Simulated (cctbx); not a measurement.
# What is wrong with this refinement?

Cell a = 17.9080 Å, b = 3.5070 Å, c = 8.7520 Å, α = 90.00°, β = 104.14°, γ = 90.00°; space group C2/m (no. 12). The compound is TlGa5S8.

Simulated single-crystal data (cctbx): Cu Kα, λ = 1.54184 Å, to d = 0.83 Å, 95 % of the full sphere, strongest reflection 70000 counts, noise from counting, a 1.5 % proportional error and a noise floor of 15 counts (s.d.); no absorption.

An anisotropic refinement with weights 1/σ² prints:

```text
Rint 0.014, 577 unique reflections to 0.83 A
cycle     R1     wR2    GooF  max shift (A)
   1  0.1792  0.3745  24.698   0.03340
   4  0.1766  0.3628  23.926   0.00016
final R1 0.1766 wR2 0.3628 GooF 23.926  parameters 38  data/parameter 15.2
atom        x        y        z      Ueq    occ   su(xyz)  su(Uiso or U11)
Tl1    0.00000  0.50000  0.50000   0.0026  1.000  0.00000  0.0017
Ga1    0.00000  0.00000  0.00000   0.0077  1.000  0.00000  0.0055
Ga2    0.15549  0.50000  0.98472   0.0022  1.000  0.00076  0.0035  NPD
Ga3    0.20881  0.50000  0.34014   0.0030  1.000  0.00081  0.0035  NPD
S1     0.41438  0.50000  0.18047   0.0094  1.000  0.00165  0.0072  NPD
S2     0.32939  0.50000  0.51814   0.0097  1.000  0.00188  0.0071
S3     0.25798  0.50000  0.83487   0.0123  1.000  0.00189  0.0074
difference map: max 46.11 min -4.34 rms 1.93
Q1    0.0784  0.5000  0.1484    4   47.00  2.22 A from Ga2
Q2    0.0000  0.5000  0.5000    2   26.33  0.00 A from Tl1
Q3    0.0000  0.0000  0.0000    2    9.72  0.00 A from Ga1
Q4    0.2499  0.0000  0.1601    4    7.08  0.16 A from S3
Q5    0.1675  0.0000  0.5055    4    6.30  0.23 A from S2
Q6    0.0887  0.0000  0.8475    4    5.67  0.24 A from S1
```

Q: Accept it or mend it, and why?

Mend it. The fault: an atom left out, S at (0.4215, 0, 0.8522). Against the right model at the same level, R1 goes from 0.0062 to 0.1766 and GooF from 0.91 to 23.93, the top difference peak, 47.0 e/Å³, lies 2.22 Å from Ga2 and Ga2, Ga3 and S1 go non-positive-definite. Q1 is the missing atom. With scattering power missing, scale and phases suffer, so peaks may also grow on the heavy atoms.

The compound is TlGa5S8. The right model at the same level gives:

```text
Rint 0.014, 577 unique reflections to 0.83 A
cycle     R1     wR2    GooF  max shift (A)
   1  0.0062  0.0139   0.922   0.00021
   2  0.0062  0.0137   0.908   0.00000
final R1 0.0062 wR2 0.0137 GooF 0.908  parameters 44  data/parameter 13.1
atom        x        y        z      Ueq    occ   su(xyz)  su(Uiso or U11)
Tl1    0.00000  0.50000  0.50000   0.0043  1.000  0.00000  0.0001
Ga1    0.00000  0.00000  0.00000   0.0077  1.000  0.00000  0.0002
Ga2    0.15609  0.50000  0.98485   0.0061  1.000  0.00003  0.0001
Ga3    0.20860  0.50000  0.34041   0.0072  1.000  0.00003  0.0001
S1     0.42155  0.00000  0.85220   0.0098  1.000  0.00006  0.0002
S2     0.41530  0.50000  0.17736   0.0094  1.000  0.00006  0.0002
S3     0.32976  0.50000  0.51746   0.0088  1.000  0.00006  0.0002
S4     0.25664  0.50000  0.83584   0.0097  1.000  0.00006  0.0002
difference map: max 0.23 min -0.22 rms 0.06
Q1    0.0211  0.1921  0.6974    8    0.24  1.53 A from S2
Q2    0.1996  0.0000  0.3146    4    0.23  1.68 A from S3
Q3    0.1424  0.0000  0.6974    4    0.22  1.68 A from S2
Q4    0.1132  0.0000  0.7813    4    0.21  0.69 A from S2
Q5    0.0326  0.5000  0.2554    4    0.20  1.39 A from S1
Q6    0.2126  0.5000  0.2573    4    0.20  0.75 A from Ga3
```

This is a model crystal, built by substitution and not relaxed, with assumed displacement parameters.

[Middle refinement cycles are left out of these outputs.]

[Logs are printed without paths, hosts, clocks, repeated set-up lines and the standing remarks that a program may print on its own settings, such as how far it seeks lower states.]
